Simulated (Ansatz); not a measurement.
Bi2Se3 (R-3m), computed twice by G0W0.

Symmetry: R-3m, No. 166, trigonal system. The conventional cell has a = 4.191 Å, b = 4.191 Å, c = 29.929 Å, α = 90.00°, β = 90.00°, γ = 120.00°. Nearest to Bi lie 6 Se at 2.89 to 3.11 Å. Se has 6 Bi at 3.11 Å nearest. Se has 3 Bi at 2.89 Å nearest. Farther neighbours and most contacts between anions are not listed.

```xyz
5
Lattice="2.0957 1.2099 9.9762 -2.0957 1.2099 9.9762 0.0000 -2.4199 9.9762" Properties=species:S:1:pos:R:3 pbc="T T T"
Bi    0.0000    0.0000   11.9246
Bi    0.0000    0.0000   18.0041
Se    0.0000    0.0000    0.0000
Se    0.0000    0.0000    6.4561
Se    0.0000    0.0000   23.4726
```

The cell and positions are those that the Materials Project relaxed with its own functionals (PBE, PBE+U or r2SCAN), kept fixed. Spin-orbit coupling is left out unless a run names it.

The first (Ansatz 0.2.0; start PBE, 4×4×4 mesh, 633 empty bands, screening to 150 eV, PAW set soft_1 files; 1 × NVIDIA H100 80GB HBM3 (shared by 6 runs) with 3 threads of AMD EPYC 7R13 (Zen 3), shared host) gave, on its mesh: starting gap 0.45 eV, G0W0 gap 0.80 eV, RPA ε∞ (mean) 17.88, 2.6 min.

The second changes start from PBE to PBE with 15 % screened exact exchange. What does it give?

It gave: starting gap 0.71 eV, G0W0 gap 0.89 eV, RPA ε∞ (mean) 13.81, 2.6 min. The G0W0 gap moves by +0.10 eV, +0.26 eV from the start and −0.16 eV from the correction. Σc changes by +0.06 eV at the valence top and −0.10 eV at the conduction bottom, and Σx − Vxc between them by −0.003 eV.

Limits: not at the basis limit; model gap, bands may invert with spin-orbit coupling; no spin-orbit coupling.

[Paths, hosts, dates, memory and timing lines, banners, echoed tables and standing remarks are left out of the program output.]

[Logs are printed without paths, hosts, clocks, repeated set-up lines and the standing remarks that a program may print on its own settings, such as how far it seeks lower states.]

[Runs of the session that timed out or met a known fault of the program may be left out.]

[Cells called generated may have been cut or substituted from an entry of the Crystallography Open Database or the Materials Project.]

[Hosts, paths, dates, database ids (printed as entryN), source tags and the programs' standing remarks are cut or masked in the printed files.]
